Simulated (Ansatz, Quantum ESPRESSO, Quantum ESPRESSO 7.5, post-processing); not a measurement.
**Thickness dependence of 1T-HfO2**

What does each added layer of 1T-HfO2 bring in screening, and what does it do to the gap?

Calculated with Quantum ESPRESSO 7.5; plane-wave DFT, PBEsol, GBRV ultrasoft pseudopotentials (geometry by Ansatz 0.2.0 with PAW datasets; geometry under PBE and PBE-D3(BJ)).

Report form: the programs' logs are mostly left out.

### 1. The starting structure

The cell holds 3 atoms: 2 O and 1 Hf. Cell: a = 3.240 Å, b = 3.240 Å, c = 19.519 Å, α = 90.0°, β = 90.0°, γ = 120.0°. It derives from HfO2. Vacuum lies along c.

Coordinates:

```cif
data_structure
_symmetry_space_group_name_H-M 'P 1'
_symmetry_Int_Tables_number 1
_cell_length_a 3.2400
_cell_length_b 3.2400
_cell_length_c 19.5186
_cell_angle_alpha 90.000
_cell_angle_beta 90.000
_cell_angle_gamma 120.000
_cell_volume 177.45
loop_
_atom_site_label
_atom_site_type_symbol
_atom_site_fract_x
_atom_site_fract_y
_atom_site_fract_z
_atom_site_occupancy
O1 O 0.66667 0.33333 0.43548 1
Hf2 Hf 0.00000 0.00000 0.50000 1
O3 O 0.33333 0.66667 0.56452 1
```

This sheet is a model structure: its symmetry is held, and its stability is not tested here.

### 2. Geometry from Ansatz, 1 layer

A relaxation in Ansatz fixes the structure of this slab for the runs on it.

The input, input.yaml:

```yaml
crystal:
  lattice:
    - [3.24, 0.0, 0.0]
    - [-1.62, 2.8059223083, 0.0]
    - [0.0, 0.0, 19.5185908759]
  atoms:
    - { symbol: O, position: [0.6666666667, 0.3333333333, 0.4354822566] }
    - { symbol: Hf, position: [0.0, 0.0, 0.5] }
    - { symbol: O, position: [0.3333333333, 0.6666666667, 0.5645177434] }
kpoints:
  mp_grid: { grid: [12, 12, 1] }
hamiltonian:
  xc: pbe
scf:
  occupations: { method: fermi_dirac, width: 0.05 }
  convergence: { dr2_threshold: 1.0e-08 }
efield:
  axis: 3
  dipole_correction: true
  ramp_position: 0.97
  ramp_width: 0.04
relax:
  f_tol: 0.01
  cell: { fix: [c, alpha, beta] }
output:
  write_potential: true
  write_density: true
  volumetric_format: npy
```

Command:

```sh
$ ansatz run input.yaml --threads 4 --pin off --max-ram 8192MiB --backend cpu --events-out ev --progress --plain --runs-dir out
```

Wall time 18 s (4 threads of Intel Xeon Platinum 8259CL at 2.50GHz (Skylake/Cascade Lake), shared host); peak memory 0.56 GiB.

Step by step:

```
step  energy less that of the first step (eV)  largest force component (eV/Å)  pressure (GPa)  volume (Å³)
   1                                   0.0000                          4.0417           -5.44       177.45
   2                                  -1.1059                          1.4257           -1.73       176.85
   3                                  -1.2237                          0.3627            0.93       176.82
   4                                  -1.2321                          0.0287           -0.13       179.11
   5                                  -1.2327                          0.0016           -0.01       178.71
  6*                                  -1.2341                          0.0015            0.01       178.71
```

Relaxation steps marked * repeat the geometry before them on a plane-wave basis chosen anew for their cell, so energy and pressure can jump there.

Forces are held to the 6 operations that the run works with; a distortion that breaks them can't arise in this run.

```
cell as run  before  after  change
      a (Å)   3.240  3.252  +0.4 %
      b (Å)   3.240  3.252  +0.4 %
```

The atoms that moved most (Å, along periodic axes as changes of fractional coordinates times the final cell, across vacuum about the mean position):

```
atom     dx     dy      dz  length
  O1  0.000  0.000   0.289   0.289
  O3  0.000  0.000  -0.289   0.289
```

The relaxed structure:

```xyz
3
Lattice="3.2515 0.0000 0.0000 -1.6258 2.8159 0.0000 0.0000 0.0000 19.5186" Properties=species:S:1:pos:R:3
O     1.6258    0.9386    8.7892
Hf    0.0000    0.0000    9.7593
O     0.0000    1.8773   10.7294
```

Numbers from this step:

```
free energy                                                      : -16860.9955 eV
Fermi energy                                                     : -1.219 eV
gap by band count                                                : 4.833 eV
symmetry operations                                              : 6
dipole along the normal                                          : 8.36e-6 e·Å
vacuum level at the upper face over a Fermi level inside the gap : 5.403 eV
vacuum level at the lower face over a Fermi level inside the gap : 5.403 eV
```

### 3. SCF with pw.x, 1 layer: no field

The zero-field run is the reference. tefield and dipfield are on already, so that all runs share k-points and boundary.

Level of this step: plane-wave DFT, PBEsol, GBRV ultrasoft pseudopotentials (Quantum ESPRESSO 7.5).

The input, n1.f0.in:

```
&control
  prefix = 'n1.f0'
  outdir = './out'
  pseudo_dir = './pseudo'
  calculation = 'scf'
  tprnfor = .true.
  tefield = .true.
  dipfield = .true.
/
&system
  ibrav = 0
  nat = 3
  ntyp = 2
  ecutwfc = 40
  ecutrho = 200
  occupations = 'smearing'
  smearing = 'fd'
  degauss = 0.004
  edir = 3
  emaxpos = 0.97
  eopreg = 0.04
  eamp = 0.0
  nbnd = 16
/
&electrons
  conv_thr = 1e-09
  mixing_beta = 0.4
  electron_maxstep = 120
  mixing_mode = 'plain'
/
ATOMIC_SPECIES
  O   15.9990  o_pbesol_v1.2.uspp.F.UPF
  Hf  178.4900  hf_pbesol_v1.uspp.F.UPF
CELL_PARAMETERS angstrom
  3.25150248224695 0.00000000000000 -0.00000000000000
  -1.62575124112348 2.81588375009402 0.00000000000000
  -0.00000000000000 0.00000000000000 19.51859087590000
ATOMIC_POSITIONS crystal
  O   0.666666666667 0.333333333333 0.450298592172
  Hf  -0.000000000000 0.000000000000 0.499999893591
  O   0.333333333333 0.666666666667 0.549701514236
K_POINTS automatic
  12 12 1 0 0 0
```

Command:

```sh
$ OMP_NUM_THREADS=1 mpirun -n 4 pw.x -nk 4 -in n1.f0.in > n1.f0.out
```

It took 45 s on 4 MPI ranks; peak memory 0.71 GiB; 3 min of CPU time.

Numbers from this step:

```
free energy                          : -3039.9723 eV
Fermi energy                         : -2.779 eV
dipole along the normal              : 0 e·Å
valence top, on the run's zero       : -4.424 eV
conduction bottom, on the run's zero : 0.3913 eV
gap by band count                    : 4.815 eV
```

The run needed 11 iterations to bring the estimated error under 1e-09 Ry; the largest force on any atom, held or free, is 0.45 eV/Å.

### 4. Potential by pp.x, 1 layer

plot_num = 11 writes the bare and Hartree potential. It leaves out exchange and correlation, which fade slowly, so it flattens close to the surface.

The input, n1.f0.pot.in:

```
&inputpp
  prefix = 'n1.f0'
  outdir = './out'
  filplot = 'n1.f0.pot.dat'
  plot_num = 11
/
```

Command:

```sh
$ OMP_NUM_THREADS=1 mpirun -n 4 pp.x -in n1.f0.pot.in > n1.f0.pot.out
```

Wall time 2.2 s (4 MPI ranks); peak memory 0.22 GiB; 7.9 s of CPU time.

Numbers from this step:

- slope of the potential above: 6.37e-6 eV/Å
- upper vacuum line continued to the top atoms, over the valence top: 7.952 eV
- slope of the potential below: 4.75e-6 eV/Å
- lower vacuum line continued to the bottom atoms, over the valence top: 7.952 eV
- vacuum level at the upper face over the valence top of the mesh: 7.953 eV
- vacuum level at the lower face over the valence top of the mesh: 7.952 eV

Electrostatic potential energy of an electron, with the sawtooth; zero at the highest filled level of the SCF mesh. The potential energy, planar mean by z:

z (Å), potential energy, planar mean (eV) and a bar from the least value:
```
        0       7.95 ##############################
        1       7.95 ##############################
        2       7.95 ##############################
        3       7.95 ##############################
        4       7.95 ##############################
        5       7.95 ##############################
        6       7.95 ##############################
        7       7.90 ##############################
        8       6.38 ###########################
        9      -8.30 
       10      -5.36 #####
       11      -1.70 ############
       12       7.66 #############################
       13       7.94 ##############################
       14       7.95 ##############################
       15       7.95 ##############################
       16       7.95 ##############################
       17       7.95 ##############################
       18       7.95 ##############################
       19       7.95 ##############################
```

### 5. Self-consistent run, 1 layer: field 0.1 V/Å

eamp is the field in Hartree atomic units (1 a.u. = 51.42 V/Å). With dipfield on, it is the field in the vacuum beside an isolated sheet. The run starts from the density of the one before.

n1.f1.in is the input of step 3 with these lines changed:

```diff
@@ -1,3 +1,3 @@
 &control
-  prefix = 'n1.f0'
+  prefix = 'n1.f1'
   outdir = './out'
@@ -21,3 +21,3 @@
   eopreg = 0.04
-  eamp = 0.0
+  eamp = 0.00194469
   nbnd = 16
@@ -29,2 +29,3 @@
   mixing_mode = 'plain'
+  startingpot = 'file'
 /
```

Command:

```sh
$ cp -r out/n1.f0.save out/n1.f1.save
$ OMP_NUM_THREADS=1 mpirun -n 4 pw.x -nk 4 -in n1.f1.in > n1.f1.out
```

The job ended after 40 s (4 MPI ranks; peak memory 0.8 GiB).

This step gave:

* free energy: -3039.9731 eV
* Fermi energy: -2.764 eV
* dipole along the normal: 0.01495 e·Å
* valence top, on the run's zero: -4.407 eV
* conduction bottom, on the run's zero: 0.4076 eV

### 6. Potential by pp.x, 1 layer

The input, n1.f1.pot.in:

```
&inputpp
  prefix = 'n1.f1'
  outdir = './out'
  filplot = 'n1.f1.pot.dat'
  plot_num = 11
/
```

Command:

```sh
$ OMP_NUM_THREADS=1 mpirun -n 4 pp.x -in n1.f1.pot.in > n1.f1.pot.out
```

Elapsed: 2.1 s, on 4 MPI ranks; peak memory 0.22 GiB; 7.5 s of CPU time.

Read from the output:

* slope of the potential above: 0.1000 eV/Å
* upper vacuum line continued to the top atoms, over the valence top: 7.902 eV
* slope of the potential below: 0.1000 eV/Å
* lower vacuum line continued to the bottom atoms, over the valence top: 8.003 eV

The slope in the vacuum is 0.100 eV/Å for an applied 0.10 V/Å, as it should be.

### 7. Band structure, 1 layer: no field

A bands run reads the converged density and follows the path given under K_POINTS.

n1.f0.bands.in is the input of step 5 with these lines changed:

```diff
@@ -1,7 +1,6 @@
 &control
-  prefix = 'n1.f1'
+  prefix = 'n1.f0.bands'
   outdir = './out'
   pseudo_dir = './pseudo'
-  calculation = 'scf'
-  tprnfor = .true.
+  calculation = 'bands'
   tefield = .true.
@@ -21,3 +20,3 @@
   eopreg = 0.04
-  eamp = 0.00194469
+  eamp = 0.0
   nbnd = 16
@@ -25,7 +24,6 @@
 &electrons
-  conv_thr = 1e-09
+  conv_thr = 1e-07
   mixing_beta = 0.4
   electron_maxstep = 120
-  mixing_mode = 'plain'
-  startingpot = 'file'
+  mixing_mode = 'local-TF'
 /
@@ -42,3 +40,7 @@
   O   0.333333333333 0.666666666667 0.549701514236
-K_POINTS automatic
-  12 12 1 0 0 0
+K_POINTS crystal_b
+4
+  0.0000000000 0.0000000000 0.0000000000 12
+  0.5000000000 0.0000000000 0.0000000000 12
+  0.3333333333 0.3333333333 0.0000000000 12
+  0.0000000000 0.0000000000 0.0000000000 1
```

Command:

```sh
$ cp -r out/n1.f0.save out/n1.f0.bands.save
$ cp out/n1.f0.xml out/n1.f0.bands.xml
$ OMP_NUM_THREADS=1 mpirun -n 4 pw.x -nk 4 -in n1.f0.bands.in > n1.f0.bands.out
```

Run time: 13 s. Hardware: 4 MPI ranks; peak memory 0.33 GiB.

Numbers from this step:

* dipole along the normal: 0 e·Å
* valence top, on the run's zero: -4.424 eV
* conduction bottom, on the run's zero: 0.3915 eV

Band numbers count within the set of bands kept for display. The electronic bands at the labelled points (eV, zero at the highest filled level of the SCF mesh; v1 is the highest filled band, c1 the lowest empty one):

```
  point     v4     v3     v2     v1    c1    c2    c3     c4
      Γ  -3.20  -0.63  -0.25  -0.25  5.10  5.10  5.44   6.79
halfway  -2.77  -1.62  -0.83  -0.09  4.97  6.20  6.31   7.63
      M  -1.82  -1.27  -0.98  -0.41  4.82  6.01  7.09   9.70
halfway  -1.80  -1.46  -1.08  -0.47  5.05  6.02  6.75   9.88
      K  -2.85  -1.07  -1.07  -0.66  5.03  6.36  6.36  10.00
halfway  -2.76  -1.49  -1.24   0.00  5.48  5.62  6.61   8.01
      Γ  -3.20  -0.63  -0.25  -0.25  5.10  5.10  5.44   6.79
```

Along this path the valence top lies between K and Γ and the conduction bottom at M.

### 8. Polarisability from the dipole between 0 and 0.1 V/A, 1 layer

Read from the output:

| Item | Value |
| --- | --- |
| change of slope in the vacuum | 0.10000 eV/Å |
| polarisability a cell | 2.153 Å³ |
| sheet polarisability 4πα/A | 2.954 Å |

The change of the potential energy, second field less first by z:

```
z (Å)  change of the potential energy, second field less first (eV)
  0.0                                                        -0.414
  0.5                                                        -0.778
  1.0                                                        -0.728
  1.5                                                        -0.678
  2.0                                                        -0.628
  2.5                                                        -0.578
  3.0                                                        -0.528
  3.5                                                        -0.478
  4.0                                                        -0.428
  4.5                                                        -0.378
  5.0                                                        -0.328
  5.5                                                        -0.278
  6.0                                                        -0.228
  6.5                                                        -0.178
  7.0                                                        -0.130
  7.5                                                       -0.0843
  8.0                                                       -0.0473
  8.5                                                       -0.0246
  9.0                                                       -0.0114
  9.5                                                      -0.00358
 10.0                                                       0.00334
 10.5                                                        0.0111
 11.0                                                        0.0243
 11.5                                                        0.0467
 12.0                                                        0.0836
 12.5                                                         0.129
 13.0                                                         0.177
 13.5                                                         0.227
 14.0                                                         0.277
 14.5                                                         0.327
 15.0                                                         0.377
 15.5                                                         0.427
 16.0                                                         0.477
 16.5                                                         0.527
 17.0                                                         0.577
 17.5                                                         0.627
 18.0                                                         0.677
 18.5                                                         0.727
 19.0                                                         0.635
```

### 9. Relaxation with Ansatz, 2 layers

Level of this step: plane-wave DFT, PBE-D3(BJ), Ansatz PAW (Ansatz 0.2.0).

System of this step: 1T-HfO2, 2 layers, AA stacking. The cell holds 6 atoms: 4 O and 2 Hf. Its edges and angles: a = 3.240 Å, b = 3.240 Å, c = 25.337 Å, α = 90.0°, β = 90.0°, γ = 120.0°. It derives from HfO2. Vacuum lies along c.

input.yaml, the sections that differ from step 2:

```yaml
crystal:
  lattice:
    - [3.24, 0.0, 0.0]
    - [-1.62, 2.8059223083, 0.0]
    - [0.0, 0.0, 25.3371817517]
  atoms:
    - { symbol: O, position: [0.6666666667, 0.3333333333, 0.3354753533] }
    - { symbol: Hf, position: [0.0, 0.0, 0.3851768335] }
    - { symbol: O, position: [0.3333333333, 0.6666666667, 0.4348783138] }
    - { symbol: O, position: [0.6666666667, 0.3333333333, 0.5651216862] }
    - { symbol: Hf, position: [0.0, 0.0, 0.6148231665] }
    - { symbol: O, position: [0.3333333333, 0.6666666667, 0.6645246467] }
hamiltonian:
  xc: pbe
  dispersion: d3bj
# kpoints, scf, efield, relax, output: as in step 2
```

Command:

```sh
$ ansatz run input.yaml --threads 4 --pin off --max-ram 8192MiB --backend cpu --events-out ev --progress --plain --runs-dir out
```

Run time: 63 s. Hardware: 4 threads; peak memory 0.71 GiB; 3.9 min of CPU time.

The steps of the relaxation:

```
step  energy less that of the first step (eV)  largest force component (eV/Å)  pressure (GPa)  volume (Å³)
   1                                   0.0000                          4.0642           -8.86       230.35
   2                                  -2.2291                          1.4390           -2.86       228.52
   3                                  -2.4705                          0.3830            1.33       228.01
   4                                  -2.5141                          0.0288           -0.34       231.40
   5                                  -2.5406                          0.0767           -0.28       230.75
   6                                  -2.5369                          0.0832            0.03       230.51
   7                                  -2.5454                          0.0117           -0.03       230.48
   8                                  -2.5461                          0.0089            0.02       230.49
   9                                  -2.5462                          0.0004            0.00       230.45
 10*                                  -2.5463                          0.0004            0.01       230.45
```

Relaxation steps marked * repeat the geometry before them on a plane-wave basis chosen anew for their cell, so energy and pressure can jump there. Relaxation step 6 was tried and not accepted.

```
cell as run  before  after  change
      a (Å)   3.240  3.241  +0.0 %
      b (Å)   3.240  3.241  +0.0 %
```

The atoms that moved most (Å, along periodic axes as changes of fractional coordinates times the final cell, across vacuum about the mean position):

```
atom     dx     dy      dz  length
  O1  0.000  0.000   0.842   0.842
  O6  0.000  0.000  -0.842   0.842
 Hf5  0.000  0.000  -0.556   0.556
 Hf2  0.000  0.000   0.556   0.556
  O3  0.000  0.000   0.269   0.269
  O4  0.000  0.000  -0.269   0.269
```

The relaxed structure:

```cif
data_structure
_symmetry_space_group_name_H-M 'P 1'
_symmetry_Int_Tables_number 1
_cell_length_a 3.2408
_cell_length_b 3.2408
_cell_length_c 25.3372
_cell_angle_alpha 90.000
_cell_angle_beta 90.000
_cell_angle_gamma 120.000
_cell_volume 230.45
loop_
_atom_site_label
_atom_site_type_symbol
_atom_site_fract_x
_atom_site_fract_y
_atom_site_fract_z
_atom_site_occupancy
O1 O 0.66667 0.33333 0.36870 1
Hf2 Hf 0.00000 0.00000 0.40713 1
O3 O 0.33333 0.66667 0.44549 1
O4 O 0.66667 0.33333 0.55451 1
Hf5 Hf 0.00000 0.00000 0.59287 1
O6 O 0.33333 0.66667 0.63130 1
```

This step gave:

* free energy: -33722.8049 eV
* Fermi energy: 1.037 eV
* gap by band count: 4.700 eV
* dipole along the normal: 1.40e-6 e·Å
* vacuum level at the upper face over a Fermi level inside the gap: 5.453 eV
* vacuum level at the lower face over a Fermi level inside the gap: 5.453 eV

### 10. SCF with pw.x, 2 layers: no field

Level of this step: plane-wave DFT, PBEsol, GBRV ultrasoft pseudopotentials (Quantum ESPRESSO 7.5).

The input, n2.f0.in:

```
&control
  prefix = 'n2.f0'
  outdir = './out'
  pseudo_dir = './pseudo'
  calculation = 'scf'
  tprnfor = .true.
  tefield = .true.
  dipfield = .true.
/
&system
  ibrav = 0
  nat = 6
  ntyp = 2
  ecutwfc = 40
  ecutrho = 200
  occupations = 'smearing'
  smearing = 'fd'
  degauss = 0.004
  edir = 3
  emaxpos = 0.97
  eopreg = 0.04
  eamp = 0.0
  nbnd = 28
/
&electrons
  conv_thr = 1e-09
  mixing_beta = 0.4
  electron_maxstep = 120
  mixing_mode = 'plain'
/
ATOMIC_SPECIES
  O   15.9990  o_pbesol_v1.2.uspp.F.UPF
  Hf  178.4900  hf_pbesol_v1.uspp.F.UPF
CELL_PARAMETERS angstrom
  3.24076296917132 0.00000000000000 0.00000000000000
  -1.62038148458566 2.80658305894625 0.00000000000000
  0.00000000000000 0.00000000000000 25.33718175170000
ATOMIC_POSITIONS crystal
  O   0.666666666667 0.333333333333 0.368695572872
  Hf  -0.000000000000 -0.000000000000 0.407132733633
  O   0.333333333333 0.666666666667 0.445493134972
  O   0.666666666667 0.333333333333 0.554506865983
  Hf  0.000000000000 0.000000000000 0.592867265124
  O   0.333333333333 0.666666666667 0.631304427416
K_POINTS automatic
  12 12 1 0 0 0
```

Command:

```sh
$ OMP_NUM_THREADS=1 mpirun -n 4 pw.x -nk 4 -in n2.f0.in > n2.f0.out
```

Wall time 2.5 min (4 MPI ranks); peak memory 1.1 GiB.

This step gave:

- free energy: -6079.9565 eV
- Fermi energy: 0.1867 eV
- dipole along the normal: 0 e·Å
- valence top, on the run's zero: -2.491 eV
- conduction bottom, on the run's zero: 2.193 eV
- gap by band count: 4.684 eV

### 11. Potential by pp.x, 2 layers

The input, n2.f0.pot.in:

```
&inputpp
  prefix = 'n2.f0'
  outdir = './out'
  filplot = 'n2.f0.pot.dat'
  plot_num = 11
/
```

Command:

```sh
$ OMP_NUM_THREADS=1 mpirun -n 4 pp.x -in n2.f0.pot.in > n2.f0.pot.out
```

The job ended after 2 s (4 MPI ranks; peak memory 0.16 GiB; 7.3 s of CPU time).

Numbers from this step:

```
slope of the potential above                                          : 3.45e-5 eV/Å
upper vacuum line continued to the top atoms, over the valence top    : 7.961 eV
slope of the potential below                                          : -1.14e-5 eV/Å
lower vacuum line continued to the bottom atoms, over the valence top : 7.961 eV
vacuum level at the upper face over the valence top of the mesh       : 7.961 eV
vacuum level at the lower face over the valence top of the mesh       : 7.961 eV
```

[end of part 1 of 2]

[Logs are printed without paths, hosts, clocks, repeated set-up lines and the standing remarks that a program may print on its own settings, such as how far it seeks lower states.]

[Hosts, paths, dates, database ids (printed as entryN), source tags and the programs' standing remarks are cut or masked in the printed files.]

[Maps of the electrostatic potential energy from Ansatz leave out the sawtooth potential of an applied field or a dipole correction, so their vacuum need not be flat; planar profiles and work functions include it.]
